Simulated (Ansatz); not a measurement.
# CdWO4 (P2/c): given cell or relaxed cell?

How far does the choice of cell move the gap? The case is CdWO4 (P2/c).

Main program and level: Ansatz 0.2.0; LDA, HSE06 and G0W0, plane waves, PAW.

**Experimental background.**

- Gap 4.15 eV: direct gap from absorption edge with Urbach fit; optical absorption; 300 K; bulk crystal (thin cleaved platelet of Czochralski crystal, 10-30 um thick) (“Optical absorption of divalent metal tungstates: Correlation between the band-gap energy and the cation ionic radius”, 2008, arxiv:0807.2115).

## Step 1: The structure

Symmetry: P2/c, No. 13, monoclinic system. The conventional cell has a = 5.040 Å, b = 5.870 Å, c = 5.084 Å, α = 90.00°, β = 91.48°, γ = 90.00°. Nearest to Cd lie 6 O at 2.20 to 2.43 Å. W has 6 O at 1.78 to 2.15 Å nearest. O has 2 W at 1.92 to 2.15 Å and 1 Cd at 2.20 Å nearest. Nearest to O lie 1 W at 1.78 Å and 2 Cd at 2.28 to 2.43 Å. Farther neighbours and most contacts between anions are not listed.

The cell and positions come from the Crystallography Open Database and are kept as given unless a step says otherwise. Spin-orbit coupling is left out unless a step names it. The default PAW set here is soft_2. Its files were made with PBE.

## Step 2: LDA bands at the given cell

Levels along a band path, at the cheap level, show where the edges lie and whether the meshes to come will hold them.

This step: DFT, LDA, plane waves, PAW.

Contents of input.yaml:

```yaml
crystal:
  lattice:
    - [5.04, 0.0, 0.0]
    - [0.0, 5.8701, 0.0]
    - [-0.1309573182, 0.0, 5.0824131071]
  atoms:
    - { symbol: Cd, position: [0.5, 0.69729, 0.25] }
    - { symbol: Cd, position: [0.5, 0.30271, 0.75] }
    - { symbol: W, position: [0.0, 0.17855, 0.25] }
    - { symbol: W, position: [0.0, 0.82145, 0.75] }
    - { symbol: O, position: [0.2018, 0.0955, 0.9504] }
    - { symbol: O, position: [0.7982, 0.0955, 0.5496] }
    - { symbol: O, position: [0.7982, 0.9045, 0.0496] }
    - { symbol: O, position: [0.2018, 0.9045, 0.4504] }
    - { symbol: O, position: [0.242, 0.3703, 0.3839] }
    - { symbol: O, position: [0.758, 0.3703, 0.1161] }
    - { symbol: O, position: [0.758, 0.6297, 0.6161] }
    - { symbol: O, position: [0.242, 0.6297, 0.8839] }
kpoints:
  mp_grid: { grid: [6, 4, 6] }
  band_path:
    path:
      - [0.0, 0.0, 0.0]
      - [0.0, 0.5, 0.0]
      - [0.0, 0.5, 0.5]
      - [0.0, 0.0, 0.5]
      - [0.0, 0.0, 0.0]
      - [-0.5, 0.0, 0.5]
      - [-0.5, 0.5, 0.5]
      - [0.0, 0.5, 0.0]
      - [-0.5, 0.5, 0.0]
      - [-0.5, 0.0, 0.0]
      - [0.0, 0.0, 0.0]
    npoints: 10
hamiltonian:
  xc: lda
scf:
  occupations: { method: fermi_dirac, width: 0.02 }
  n_extra_bands: 8
output:
  eigenvalues: true
  forces: true
  stress: true
  write_density: true
  write_potential: true
  elf: true
  volumetric_format: npy
```

Launch:

```console
> ansatz run input.yaml --threads 4 --pin off --max-ram 18432MiB --backend cpu --events-out ev --progress --plain --runs-dir out
```

Numbers of over 12 decimals in the logs are rounded to 6 here.

The program printed:

```text
scf.n_extra_bands = 8 over 58 filled bands (N_el = 116.0): the run solves 66 bands
Engine: ansatz 0.2.0, aarch64-unknown-linux-gnu
Pseudopotentials: kind: paw
Pseudopotential: Cd, paw, valence charge 20, recommended cutoff 420 eV (normal), Cd.paw.azcp
Pseudopotential: W, paw, valence charge 14, recommended cutoff 420 eV (normal), W.paw.azcp
Pseudopotential: O, paw, valence charge 6, recommended cutoff 420 eV (normal), O.paw.azcp
Functional definition: SPW92
  exchange = slater_x
  correlation = pw_c
Crystal: 12 atoms, lattice volume = 150.365 Å³
Basis set: ecut = 420 eV, 2943 PW (Γ)
Bands: 66, of which v1, the nominal top of the filled ones, is band 58 counted from 1 (57 counted from 0)
Symmetry: 4 space group operations
Space group: P2/c (ITA 13), of the structure as read, at distance tolerance 5.3e-5 Å
k-points: 60 of 144
Non-local potential: Cd, projectors of the file, l = 0: 3, l = 1: 2, l = 2: 2, l = 3: 1
Non-local potential: W, projectors of the file, l = 0: 3, l = 1: 2, l = 2: 2, l = 3: 1
Non-local potential: O, projectors of the file, l = 0: 2, l = 1: 2, l = 2: 1
PAW form: soft (Blöchl's): semilocal exchange-correlation on the pseudo side does not see the compensation charge
PAW frozen core: Cd, regenerated for the run's functional, and the local potential with it (the file was generated under x = pbe(κ = 0.804, μ = 0.219515), c = pbe(β = 0.066725))
PAW frozen core: W, regenerated for the run's functional, and the local potential with it (the file was generated under x = pbe(κ = 0.804, μ = 0.219515), c = pbe(β = 0.066725))
PAW frozen core: O, regenerated for the run's functional, and the local potential with it (the file was generated under x = pbe(κ = 0.804, μ = 0.219515), c = pbe(β = 0.066725))
PAW one-centre angular grid: Cd, 590 points (default); XC on 64 Gauss nodes
PAW one-centre angular grid: W, 590 points (default); XC on 64 Gauss nodes
PAW one-centre angular grid: O, 110 points (default); XC on 64 Gauss nodes
Initial density: superposition of atomic densities (neutral atoms: chi_scale 0, normalization atom), corrected by the library's trained network
Initial wavefunctions: pseudopotential atomic-orbital guess
Functional: x = slater, c = lda
SCF iter   1: F=—  HF=-40940.155460 eV  |F-HF|=—  |Δ(HF+E_count)|=         —  Δρ=2.13e-2  dr2=6.37e-1  ethr=1.77e-3  ⟨swp⟩=6.4  Hψ=14953  notcnv=0
preconditioner: auto → Resta (q_TF=auto, 2.613 Å⁻¹)  ε∞=8.1  [insulator: Δε(μ)=2.710 eV  Ē_g=10.442 eV  σ=0.020 eV  W_gap=1.00  n_scr=40 (ndim 8)  ℏωp=27.8 eV  f_vac=0.057  D(μ)=0.00/eV (n_scr^D=0)  ε∞_Penn≈8.1]
SCF iter   2: F=—  HF=-40940.022430 eV  |F-HF|=—  |Δ(HF+E_count)|=   1.33e-1  Δρ=6.81e-3  dr2=6.46e-2  ethr=5.50e-4  ⟨swp⟩=2.0  Hψ=6452  notcnv=0  defer=89
SCF iter   3: F=—  HF=-40940.011030 eV  |F-HF|=—  |Δ(HF+E_count)|=   1.14e-2  Δρ=2.85e-3  dr2=1.05e-2  ethr=5.57e-5  ⟨swp⟩=2.0  Hψ=6285  notcnv=0  defer=89
SCF iter   4: F=—  HF=-40940.008501 eV  |F-HF|=—  |Δ(HF+E_count)|=   2.53e-3  Δρ=1.24e-3  dr2=2.33e-3  ethr=9.08e-6  ⟨swp⟩=2.0  Hψ=5921  notcnv=0  defer=89
SCF iter   5: F=—  HF=-40940.008106 eV  |F-HF|=—  |Δ(HF+E_count)|=   3.94e-4  Δρ=3.61e-4  dr2=1.49e-4  ethr=2.01e-6  ⟨swp⟩=2.0  Hψ=5775  notcnv=0  defer=89
SCF iter   6: F=—  HF=-40940.008111 eV  |F-HF|=—  |Δ(HF+E_count)|=   4.59e-6  Δρ=1.12e-4  dr2=1.76e-5  ethr=1.28e-7  ⟨swp⟩=2.1  Hψ=5622  notcnv=0  defer=89
SCF iter   7: F=—  HF=-40940.008108 eV  |F-HF|=—  |Δ(HF+E_count)|=   2.66e-6  Δρ=3.05e-5  dr2=1.65e-6  ethr=1.52e-8  ⟨swp⟩=2.5  Hψ=6182  notcnv=0  defer=89
SCF iter   8: F=—  HF=-40940.008109 eV  |F-HF|=—  |Δ(HF+E_count)|=   6.30e-7  Δρ=6.60e-6  dr2=1.02e-7  ethr=1.42e-9  ⟨swp⟩=2.7  Hψ=6268  notcnv=0  defer=89
SCF iter   9: F=-40940.008109 eV  HF=-40940.008109 eV  |F-HF|=1.71e-9  |Δ(HF+E_count)|=   1.66e-8  Δρ=1.75e-6  dr2=5.84e-9  ethr=8.62e-11  ⟨swp⟩=13.3  Hψ=26254  notcnv=0
SCF 1 converged in 9 iterations: F = -40940.008109 eV  dr2 = 5.84e-9
[...]
NSCF: frozen V_eff on 101 k-points
SCF converged after 9 iterations
Free energy (F): -40940.008109 eV
Harris-Foulkes:  -40940.008109 eV  (|F-HF|=1.71e-9)
Internal energy: -40940.008109 eV  (E = F + TS)
E sigma→0 (E₀):  -40940.008109 eV
Fermi energy:    10.212737 eV
--- Per-component energies (eV) ---
  E_band       = -1375.423342
  E_kinetic    = 3291.760201
  E_local      = -11333.042696  (includes V_loc(G=0)·N_el)
  E_nonlocal   = 494.477699
  E_hartree    = 4733.612180
  E_xc         = -1452.120770
  E_vxc        = -1654.588010  (∫ρ·V_xc dr)
  E_paw        = -25693.166647  (= ΣΔE_a)
  E_vpaw       = -1641.279506  (= ΣTr[D̂ρ^β])
  E_aug_tail   = 0.019780  (compensation charges beyond the density's cutoff)
  E_ewald      = -10984.422672
  E_core_change = 2.874815  (= ΣΔE_core)
  E_smearing   = -0.000000  (= −TS)
  E_closure    = 0.000000  (closes the sum)
  Σ components = -40940.008109   (vs F -40940.008109, Δ=0.00e0)
--- Forces (eV/Å), atoms counted from 1 ---
  atom   1  Cd     0.00000000    -0.12878078    -0.00000000
  atom   2  Cd     0.00000000     0.12878078     0.00000000
  atom   3  W     -0.00000000    -0.36445746    -0.00000000
  atom   4  W      0.00000000     0.36445746     0.00000000
  atom   5  O     -0.16808236     0.02565289     0.01278109
  atom   6  O      0.16808236     0.02565289    -0.01278109
  atom   7  O      0.16808236    -0.02565289    -0.01278109
  atom   8  O     -0.16808236    -0.02565289     0.01278109
  atom   9  O      0.16976560     0.05336322     0.12847282
  atom  10  O     -0.16976560     0.05336322    -0.12847282
  atom  11  O     -0.16976560    -0.05336322    -0.12847282
  atom  12  O      0.16976560    -0.05336322     0.12847282
  max |Σ_I F_I| component: 2.78e-17 eV/Å
--- Stress (GPa, compression-positive) ---
       -5.860569      -0.000000       0.616232
       -0.000000      -4.989148       0.000000
        0.616232       0.000000      -6.567836
  P = ⅓ Tr σ = -5.8059 GPa (-58.059 kbar)
--- Band table (eV; the first three rows and the last of 60) ---
  k-point 0: bands = [... 54 lower, 8.0800, 8.1973, 8.4066, 8.4593, 12.0845, 12.5327, 12.5437, 12.6940, ... 4 higher]
  k-point 1: bands = [... 54 lower, 7.9546, 8.2478, 8.4105, 8.6089, 12.1588, 12.2223, 12.4973, 12.5300, ... 4 higher]
  k-point 2: bands = [... 54 lower, 8.0351, 8.2711, 8.5000, 8.6775, 12.0655, 12.2036, 12.4885, 12.5849, ... 4 higher]
  k-point 59: bands = [... 54 lower, 7.8818, 7.8818, 8.2752, 8.2752, 12.4184, 12.4184, 12.6572, 12.6572, ... 4 higher]
```

Elapsed: 20 s, on 4 threads of Arm Neoverse V1, shared host; peak memory 0.98 GiB.

The column dr2 measures how far the density is from self-consistency, as an energy; F and HF (Harris–Foulkes) agree once it is small.

Numbers from this step:

- pressure: -5.806 GPa
- filled bands: 58
- gap: 2.953 eV
- valence top at: k = (0.167, -0.500, -0.500)
- conduction bottom at: k = (0.000, -0.500, 0.167)
- least direct gap: 2.975 eV

The gap is indirect, with the least direct gap 0.02 eV higher. The pressure of -6 GPa says that this functional would shrink the cell; it is kept.

## Step 3: Relaxing cell and ions

Gaps follow bond lengths, so the structure is brought to rest first.

input.yaml, the sections that differ from step 2:

```yaml
kpoints:
  mp_grid: { grid: [4, 4, 4] }
scf:
  occupations: { method: fermi_dirac, width: 0.02 }
relax:
  f_tol: 0.01
  max_steps: 60
  cell: {}
output:
  write_density: true
  write_potential: true
  elf: true
  volumetric_format: npy
# crystal, hamiltonian: as in step 2
```

The program printed:

```text
[...]
Crystal: 12 atoms, lattice volume = 150.365 Å³
Basis set: ecut = 420 eV, 2943 PW (Γ)
Bands: 70, of which v1, the nominal top of the filled ones, is band 58 counted from 1 (57 counted from 0)
Symmetry: 4 space group operations
[...]
k-points: 30 of 64
[...]
SCF iter   1: F=—  HF=-40940.156074 eV  |F-HF|=—  |Δ(HF+E_count)|=         —  Δρ=2.13e-2  dr2=6.38e-1  ethr=1.77e-3  ⟨swp⟩=6.4  Hψ=7731  notcnv=0  defer=17
[...]
SCF iter   8: F=-40940.008620 eV  HF=-40940.008620 eV  |F-HF|=3.78e-9  |Δ(HF+E_count)|=   6.68e-7  Δρ=6.36e-6  dr2=9.19e-8  ethr=8.62e-11  ⟨swp⟩=7.3  Hψ=14436  notcnv=0
SCF 1 converged in 8 iterations: F = -40940.008620 eV  dr2 = 9.19e-8
[...]
relax step   1: F+E_penalty+E_count = -40940.00861962 eV  Δ(F+E_penalty+E_count) = +0.000e0 eV  max|allowed force component| = 3.643e-1 eV/Å  Δτ_max = 0.0000 Å  P = -5.806 GPa  Ω = 150.365 Å³  (8 SCF iters, dr2 threshold 1.00e-7 eV, accepted)
[...]
relax step   2: F+E_penalty+E_count = -40940.16293081 eV  Δ(F+E_penalty+E_count) = -1.543e-1 eV  max|allowed force component| = 2.995e-1 eV/Å  Δτ_max = 0.0333 Å  P = +1.225 GPa  Ω = 143.555 Å³  energy of the carried Pulay correction = +3.761e-2 eV  (8 SCF iters, dr2 threshold 1.20e-6 eV, accepted)
[...]
relax step   4: F+E_penalty+E_count = -40940.16623297 eV  Δ(F+E_penalty+E_count) = -1.163e-3 eV  max|allowed force component| = 4.988e-2 eV/Å  Δτ_max = 0.0135 Å  P = -0.142 GPa  Ω = 144.760 Å³  energy of the carried Pulay correction = +3.083e-2 eV  (6 SCF iters, dr2 threshold 9.68e-7 eV, accepted)
[...]
relax step   6: F+E_penalty+E_count = -40940.16730778 eV  Δ(F+E_penalty+E_count) = -1.075e-3 eV  max|allowed force component| = 2.516e-2 eV/Å  Δτ_max = 0.0041 Å  P = -0.048 GPa  Ω = 144.673 Å³  energy of the carried Pulay correction = +3.131e-2 eV  (9 SCF iters, accepted)
[...]
relax step   8: F+E_penalty+E_count = -40940.16754689 eV  Δ(F+E_penalty+E_count) = -1.361e-4 eV  max|allowed force component| = 2.153e-3 eV/Å  Δτ_max = 0.0015 Å  P = -0.004 GPa  Ω = 144.680 Å³  energy of the carried Pulay correction = +3.127e-2 eV  (5 SCF iters, dr2 threshold 2.61e-8 eV, accepted)
[...]
relax step  10: F+E_penalty+E_count = -40940.14384303 eV  Δ(F+E_penalty+E_count) = -2.432e-3 eV  max|allowed force component| = 1.065e-2 eV/Å  Δτ_max = 0.0021 Å  P = +0.165 GPa  Ω = 144.268 Å³  energy of the carried Pulay correction = +2.283e-3 eV  (6 SCF iters, dr2 threshold 2.94e-7 eV, accepted)
[...]
relax step  12: F+E_penalty+E_count = -40940.14169893 eV  Δ(F+E_penalty+E_count) = +1.467e-3 eV  max|allowed force component| = 1.455e-3 eV/Å  Δτ_max = 0.0000 Å  P = -0.008 GPa  Ω = 144.410 Å³  stress off target by 1.69e-2 GPa  SCF on the basis re-selected at this cell (its energy is not comparable with the rows above)  (6 SCF iters)
[...]
SCF converged after 6 iterations
Free energy (F): -40940.141699 eV
[...]
Internal energy: -40940.141699 eV  (E = F + TS)
E sigma→0 (E₀):  -40940.141699 eV
Fermi energy:    10.932307 eV
[...]
--- Forces (eV/Å), atoms counted from 1 ---
  atom   1  Cd     0.00000000     0.00022705    -0.00000000
  atom   2  Cd     0.00000000    -0.00022705     0.00000000
  atom   3  W      0.00000000    -0.00145531    -0.00000000
  atom   4  W      0.00000000     0.00145531     0.00000000
  atom   5  O     -0.00075258    -0.00016851     0.00032049
  atom   6  O      0.00075258    -0.00016851    -0.00032049
  atom   7  O      0.00075258     0.00016851    -0.00032049
  atom   8  O     -0.00075258     0.00016851     0.00032049
  atom   9  O      0.00024798     0.00030368     0.00004385
  atom  10  O     -0.00024798     0.00030368    -0.00004385
  atom  11  O     -0.00024798    -0.00030368    -0.00004385
  atom  12  O      0.00024798    -0.00030368     0.00004385
  max |Σ_I F_I| component: 0.00e0 eV/Å
--- Stress (GPa, compression-positive) ---
       -0.010185       0.000000       0.007402
        0.000000      -0.005314      -0.000000
        0.007402      -0.000000      -0.008641
  P = ⅓ Tr σ = -0.0080 GPa (-0.080 kbar)
--- Band table (eV; the first three rows and the last of 30) ---
  k-point 0: bands = [... 54 lower, 8.6398, 8.8029, 9.0229, 9.1819, 12.7538, 13.2290, 13.2609, 13.3216, ... 8 higher]
  k-point 1: bands = [... 54 lower, 8.6373, 8.8916, 9.1229, 9.3766, 12.8638, 12.9495, 13.1479, 13.1863, ... 8 higher]
  k-point 2: bands = [... 54 lower, 8.7644, 8.7644, 9.3279, 9.3279, 12.9076, 12.9076, 13.2522, 13.2522, ... 8 higher]
  k-point 29: bands = [... 54 lower, 8.4861, 8.4861, 8.9415, 8.9415, 13.0779, 13.0779, 13.4230, 13.4230, ... 8 higher]
--- Relaxed structure (10 steps of the walk, 9 accepted, 2 SCFs on fresh bases) ---
  F+E_penalty+E_count = -40940.14169893 eV   max|allowed force component| = 1.455e-3 eV/Å   (the final SCF, on the basis selected at the relaxed cell)
  cell:  # Å, volume = 144.4096 Å³
    - [4.955418, -3.2403684889577273e-18, 0.014593]
    - [-3.77406489425214e-18, 5.812943, 1.7724796766176842e-17]
    - [-0.114043, 1.5430568614225465e-17, 5.012920]
  atoms:
    - { symbol: Cd, position: [0.500000, 0.689376, 0.25] }
    - { symbol: Cd, position: [0.5, 0.310624, 0.75] }
    - { symbol: W, position: [-8.673617379884035e-19, 0.177478, 0.25] }
    - { symbol: W, position: [0.0, 0.822522, 0.750000] }
    - { symbol: O, position: [0.202485, 0.096195, 0.945692] }
    - { symbol: O, position: [0.797515, 0.096195, 0.554308] }
    - { symbol: O, position: [0.797515, 0.903805, 0.054308] }
    - { symbol: O, position: [0.202485, 0.903805, 0.445692] }
    - { symbol: O, position: [0.245475, 0.371734, 0.385571] }
    - { symbol: O, position: [0.754525, 0.371734, 0.114429] }
    - { symbol: O, position: [0.754525, 0.628266, 0.614429] }
    - { symbol: O, position: [0.245475, 0.628266, 0.885571] }
```

Run time: 60 s. Hardware: 4 threads; peak memory 0.69 GiB; 3.9 min of CPU time.

The steps of the relaxation:

```tsv
step	energy less that of the first step (eV)	largest force component (eV/Å)	pressure (GPa)	volume (Å³)
1	0.0000	0.3643	-5.81	150.36
2	-0.1543	0.2995	1.22	143.56
3	-0.1565	0.1244	0.11	144.53
4	-0.1576	0.0499	-0.14	144.76
5	-0.1578	0.0736	-0.04	144.69
6	-0.1587	0.0252	-0.05	144.67
7	-0.1588	0.0204	0.06	144.70
8	-0.1589	0.0022	0.00	144.68
9*	-0.1328	0.0021	-0.30	144.68
10	-0.1352	0.0107	0.17	144.27
11	-0.1345	0.0015	0.00	144.41
12*	-0.1331	0.0015	-0.01	144.41
```

Relaxation steps marked * repeat the geometry before them on a plane-wave basis chosen anew for their cell, so energy and pressure can jump there. Relaxation step 5 was tried and not accepted.

Forces are held to the 4 operations that the run works with; a distortion that breaks them can't arise in this run.

```tsv
cell as run	before	after	change
a (Å)	5.040	4.955	-1.7 %
b (Å)	5.870	5.813	-1.0 %
c (Å)	5.084	5.014	-1.4 %
β (°)	91.48	91.13	-0.4 %
volume (Å³/atom)	12.53	12.03	-4.0 %
```

The atoms that moved most (Å, as changes of fractional coordinates times the final cell):

```tsv
atom	dx	dy	dz	length
Cd1	0.000	-0.046	0.000	0.046
Cd2	0.000	0.046	0.000	0.046
O8	0.004	-0.004	-0.024	0.024
O7	-0.004	-0.004	0.024	0.024
O6	-0.004	0.004	0.024	0.024
O5	0.004	0.004	-0.024	0.024
O12	0.017	-0.008	0.008	0.021
O9	0.017	0.008	0.008	0.021
```

## Step 4: LDA at the relaxed cell

Contents of input.yaml:

```yaml
crystal:
  lattice:
    - [4.9554176854, 0.0, 0.0145933223]
    - [0.0, 5.8129431553, 0.0]
    - [-0.1140434361, 0.0, 5.012920004]
  atoms:
    - { symbol: Cd, position: [0.5, 0.6893760992, 0.25] }
    - { symbol: Cd, position: [0.5, 0.3106239008, 0.75] }
    - { symbol: W, position: [0.0, 0.1774776711, 0.25] }
    - { symbol: W, position: [0.0, 0.8225223289, 0.75] }
    - { symbol: O, position: [0.2024847845, 0.0961950357, 0.9456919295] }
    - { symbol: O, position: [0.7975152155, 0.0961950357, 0.5543080705] }
    - { symbol: O, position: [0.7975152155, 0.9038049643, 0.0543080705] }
    - { symbol: O, position: [0.2024847845, 0.9038049643, 0.4456919295] }
    - { symbol: O, position: [0.2454750888, 0.3717342137, 0.3855711706] }
    - { symbol: O, position: [0.7545249112, 0.3717342137, 0.1144288294] }
    - { symbol: O, position: [0.7545249112, 0.6282657863, 0.6144288294] }
    - { symbol: O, position: [0.2454750888, 0.6282657863, 0.8855711706] }
kpoints:
  mp_grid: { grid: [6, 4, 6] }
  band_path:
    path:
      - [0.0, 0.0, 0.0]
      - [0.0, 0.5, 0.0]
      - [0.0, 0.5, 0.5]
      - [0.0, 0.0, 0.5]
      - [0.0, 0.0, 0.0]
      - [-0.5, 0.0, 0.5]
      - [-0.5, 0.5, 0.5]
      - [0.0, 0.5, 0.0]
      - [-0.5, 0.5, 0.0]
      - [-0.5, 0.0, 0.0]
      - [0.0, 0.0, 0.0]
    npoints: 10
hamiltonian:
  xc: lda
scf:
  occupations: { method: fermi_dirac, width: 0.02 }
  n_extra_bands: 8
output:
  eigenvalues: true
  forces: true
  stress: true
  write_density: true
  write_potential: true
  elf: true
  volumetric_format: npy
```

The program printed:

```text
[...]
Crystal: 12 atoms, lattice volume = 144.410 Å³
Basis set: ecut = 420 eV, 2827 PW (Γ)
Bands: 66, of which v1, the nominal top of the filled ones, is band 58 counted from 1 (57 counted from 0)
Symmetry: 4 space group operations
[...]
k-points: 60 of 144
[...]
k-point 0: bands = [... 54 lower, 8.6398, 8.8028, 9.0229, 9.1819, 12.7538, 13.2290, 13.2609, 13.3216, ... 4 higher]
  k-point 1: bands = [... 54 lower, 8.5681, 8.8846, 9.0573, 9.3065, 12.8564, 12.9758, 13.1756, 13.2243, ... 4 higher]
  k-point 2: bands = [... 54 lower, 8.6360, 8.8927, 9.2056, 9.3944, 12.8366, 12.9723, 13.1555, 13.2184, ... 4 higher]
  k-point 59: bands = [... 54 lower, 8.4861, 8.4861, 8.9414, 8.9414, 13.0779, 13.0779, 13.4231, 13.4231, ... 4 higher]
[key lines of the parts left out:]
SCF converged after 8 iterations
Free energy (F): -40940.141779 eV
Fermi energy:    10.931860 eV
P = ⅓ Tr σ = -0.0082 GPa (-0.082 kbar)
```

Wall time 18 s (4 threads); peak memory 0.96 GiB; 70 s of CPU time.

This step gave:

```
pressure             : -0.008186 GPa
gap                  : 2.943 eV
valence top at       : k = (0.167, -0.500, -0.500)
conduction bottom at : k = (0.000, -0.500, 0.167)
least direct gap     : 2.972 eV
```

The gap is indirect, with the least direct gap 0.03 eV higher.

(Continued in part 2 of 2.)

[Paths, hosts, dates, memory and timing lines, banners, echoed tables and standing remarks are left out of the program output.]

[Logs are printed without paths, hosts, clocks, repeated set-up lines and the standing remarks that a program may print on its own settings, such as how far it seeks lower states.]

[Runs of the session that timed out or met a known fault of the program may be left out.]

[Cells called generated may have been cut or substituted from an entry of the Crystallography Open Database or the Materials Project.]

[Hosts, paths, dates, database ids (printed as entryN), source tags and the programs' standing remarks are cut or masked in the printed files.]
